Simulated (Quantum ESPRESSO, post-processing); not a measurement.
# Hf2CO2 MXene, 1 layer, stepped through biaxial strain, part 2 of 2

Wanted: a table for Hf2CO2 MXene, 1 layer against biaxial strain, and what can be fitted to it.

Quantum ESPRESSO 7.5; plane-wave DFT, PBE, GBRV ultrasoft pseudopotentials.

So far. Step 7 (Relaxation with pw.x, -3 %): The relaxation lowers the energy by 10 meV an atom. Step 9 (Relaxing the ions, 3 %): The relaxation lowers the energy by 7 meV an atom.

### 10. Ground state, 3 %

File m7.scf.in:

```
&control
  prefix = 'm7.scf'
  outdir = './out'
  pseudo_dir = './pseudo'
  calculation = 'scf'
  tprnfor = .true.
/
&system
  ibrav = 0
  nat = 5
  ntyp = 3
  ecutwfc = 40
  ecutrho = 200
  occupations = 'smearing'
  smearing = 'fd'
  degauss = 0.002
  nbnd = 24
/
&electrons
  conv_thr = 1e-09
  mixing_beta = 0.4
  electron_maxstep = 120
  mixing_mode = 'plain'
/
ATOMIC_SPECIES
  O   15.9990  o_pbe_v1.2.uspp.F.UPF
  Hf  178.4900  hf_pbe_v1.uspp.F.UPF
  C   12.0110  c_pbe_v1.2.uspp.F.UPF
CELL_PARAMETERS angstrom
  3.37014381664000 0.00000000000000 0.00000000000000
  -1.68507190832000 2.91863015942000 0.00000000000000
  0.00000000000000 0.00000000000000 19.95294679600000
ATOMIC_POSITIONS crystal
  O   0.333333333300 0.666666666700 0.387357149800
  Hf  0.666666666700 0.333333333300 0.431558796000
  C   0.000000000000 0.000000000000 0.500000000000
  Hf  0.333333333300 0.666666666700 0.568441204000
  O   0.666666666700 0.333333333300 0.612642850200
K_POINTS automatic
  12 12 1 0 0 0
```

Started as:

```
$ OMP_NUM_THREADS=1 mpirun -n 4 pw.x -nk 4 -in m7.scf.in > m7.scf.out
```

Elapsed: 22 s, on 4 MPI ranks of Arm Neoverse V1, shared host; peak memory 0.55 GiB.

This step gave:

* free energy: -5368.2969 eV
* Fermi energy: 1.230 eV
* valence top, on the run's zero: 0.6476 eV
* conduction bottom, on the run's zero: 1.886 eV
* gap by band count: 1.238 eV

### 11. Relaxation with pw.x, 4 %

File m8.relax.in:

```
&control
  prefix = 'm8.relax'
  outdir = './out'
  pseudo_dir = './pseudo'
  nstep = 40
  forc_conv_thr = 0.0003
  calculation = 'relax'
  tstress = .true.
/
&system
  ibrav = 0
  nat = 5
  ntyp = 3
  ecutwfc = 50
  ecutrho = 250
  occupations = 'smearing'
  smearing = 'fd'
  degauss = 0.002
/
&electrons
  conv_thr = 1e-09
  mixing_beta = 0.4
  electron_maxstep = 120
  mixing_mode = 'plain'
/
&ions
/
ATOMIC_SPECIES
  O   15.9990  o_pbe_v1.2.uspp.F.UPF
  Hf  178.4900  hf_pbe_v1.uspp.F.UPF
  C   12.0110  c_pbe_v1.2.uspp.F.UPF
CELL_PARAMETERS angstrom
  3.40286365952000 0.00000000000000 0.00000000000000
  -1.70143182976000 2.94696637456000 0.00000000000000
  0.00000000000000 0.00000000000000 19.95294679600000
ATOMIC_POSITIONS crystal
  O   0.333333333300 0.666666666700 0.384322721400
  Hf  0.666666666700 0.333333333300 0.430915937300
  C   0.000000000000 0.000000000000 0.500000000000
  Hf  0.333333333300 0.666666666700 0.569084062700
  O   0.666666666700 0.333333333300 0.615677278600
K_POINTS automatic
  12 12 1 0 0 0
```

Started as:

```
$ OMP_NUM_THREADS=1 mpirun -n 4 pw.x -nk 4 -in m8.relax.in > m8.relax.out
```

Wall time 3.5 min (4 MPI ranks); peak memory 1.1 GiB.

Step by step:

```csv
step,energy less that of the first step (eV),largest force (eV/Å)
1,0.0000,0.7932
2,-0.0239,0.5149
3,-0.0381,0.2860
4,-0.0503,0.3471
5,-0.0555,0.2306
6,-0.0573,0.0526
7,-0.0574,0.0065
```

The atoms that moved most (Å):

| atom | dx | dy | dz | length |
| --- | --- | --- | --- | --- |
| O1 | 0.000 | 0.000 | 0.080 | 0.080 |
| O5 | 0.000 | 0.000 | -0.080 | 0.080 |
| Hf2 | 0.000 | 0.000 | 0.017 | 0.017 |
| Hf4 | 0.000 | 0.000 | -0.017 | 0.017 |

Final coordinates:

```cif
data_structure
_symmetry_space_group_name_H-M 'P 1'
_symmetry_Int_Tables_number 1
_cell_length_a 3.4029
_cell_length_b 3.4029
_cell_length_c 19.9529
_cell_angle_alpha 90.000
_cell_angle_beta 90.000
_cell_angle_gamma 120.000
_cell_volume 200.09
loop_
_atom_site_label
_atom_site_type_symbol
_atom_site_fract_x
_atom_site_fract_y
_atom_site_fract_z
_atom_site_occupancy
O1 O 0.33333 0.66667 0.38835 1
Hf2 Hf 0.66667 0.33333 0.43177 1
C3 C 0.00000 0.00000 0.50000 1
Hf4 Hf 0.33333 0.66667 0.56823 1
O5 O 0.66667 0.33333 0.61165 1
```

The relaxation lowers the energy by 11 meV an atom.

This step gave:

| Property | Result |
| --- | --- |
| free energy | -5368.1942 eV |
| Fermi energy | 1.186 eV |

### 12. Self-consistent run, 4 %

File m8.scf.in:

```
&control
  prefix = 'm8.scf'
  outdir = './out'
  pseudo_dir = './pseudo'
  calculation = 'scf'
  tprnfor = .true.
/
&system
  ibrav = 0
  nat = 5
  ntyp = 3
  ecutwfc = 40
  ecutrho = 200
  occupations = 'smearing'
  smearing = 'fd'
  degauss = 0.002
  nbnd = 24
/
&electrons
  conv_thr = 1e-09
  mixing_beta = 0.4
  electron_maxstep = 120
  mixing_mode = 'plain'
/
ATOMIC_SPECIES
  O   15.9990  o_pbe_v1.2.uspp.F.UPF
  Hf  178.4900  hf_pbe_v1.uspp.F.UPF
  C   12.0110  c_pbe_v1.2.uspp.F.UPF
CELL_PARAMETERS angstrom
  3.40286365952000 0.00000000000000 0.00000000000000
  -1.70143182976000 2.94696637456000 0.00000000000000
  0.00000000000000 0.00000000000000 19.95294679600000
ATOMIC_POSITIONS crystal
  O   0.333333333300 0.666666666700 0.388351932400
  Hf  0.666666666700 0.333333333300 0.431770606700
  C   0.000000000000 0.000000000000 0.500000000000
  Hf  0.333333333300 0.666666666700 0.568229393300
  O   0.666666666700 0.333333333300 0.611648067600
K_POINTS automatic
  12 12 1 0 0 0
```

Started as:

```
$ OMP_NUM_THREADS=1 mpirun -n 4 pw.x -nk 4 -in m8.scf.in > m8.scf.out
```

Elapsed: 23 s, on 4 MPI ranks; peak memory 0.51 GiB.

Numbers from this step:

| Quantity | Value |
| --- | --- |
| free energy | -5368.1661 eV |
| Fermi energy | 1.177 eV |
| valence top, on the run's zero | 0.5808 eV |
| conduction bottom, on the run's zero | 1.872 eV |
| gap by band count | 1.291 eV |

### 13. The series side by side

The series in one table, energies over the lowest:

| biaxial strain | energy (eV) | gap along the path (eV) | upper vacuum level over the valence top of the mesh (eV) | lower vacuum level over that top (eV) |
| --- | --- | --- | --- | --- |
| -4 % | 0.3570 | 0.65 | 5.603 | 5.603 |
| -3 % | 0.1971 | 0.7605 | 5.541 | 5.541 |
| -2 % | 0.0860 | 0.861 | 5.483 | 5.483 |
| -1 % | 0.0212 | 0.9528 | 5.421 | 5.421 |
| 0 % | 0.0000 | 1.038 | 5.363 | 5.363 |
| 1 % | 0.0212 | 1.112 | 5.304 | 5.304 |
| 2 % | 0.0812 | 1.179 | 5.255 | 5.255 |
| 3 % | 0.1787 | 1.238 | 5.205 | 5.205 |
| 4 % | 0.3112 | 1.291 | 5.156 | 5.156 |

### 14. A check by hand

A parabola through the energies within ±2 % has E = 208.70 eV × ε² -0.095 eV × ε; for the curvature, over A = 9.272 Å² this is 208.70 × 1/9.272 × 16.02 = 361 N/m.

### 15. What came out

| Item | Value |
| --- | --- |
| C11 + C12 | 361 N/m |
| gap along the path, at -4 % and at 4 % | 0.65, 1.29 eV |
| upper vacuum level over the valence top of the mesh, at -4 % and at 4 % | 5.60, 5.16 eV |
| lower vacuum level over that top, at -4 % and at 4 % | 5.60, 5.16 eV |

What this shows: The series holds 9 members; C11 + C12: 361 N/m (PBE, GBRV ultrasoft). The energy is lowest near zero strain. From -4 % to 4 % the gap along the path rises from 0.65 to 1.29 eV. From -4 % to 4 % the upper vacuum level over the valence top of the mesh falls from 5.60 to 5.16 eV. From -4 % to 4 % the lower vacuum level over that top falls from 5.60 to 5.16 eV. Semilocal gaps are too small; the 1×1 cell can't ripple over many cells under compression as a free sheet would. No spin-orbit coupling.

[Logs are printed without paths, hosts, clocks, repeated set-up lines and the standing remarks that a program may print on its own settings, such as how far it seeks lower states.]

[Hosts, paths, dates, database ids (printed as entryN), source tags and the programs' standing remarks are cut or masked in the printed files.]

[Maps of the electrostatic potential energy from Ansatz leave out the sawtooth potential of an applied field or a dipole correction, so their vacuum need not be flat; planar profiles and work functions include it.]
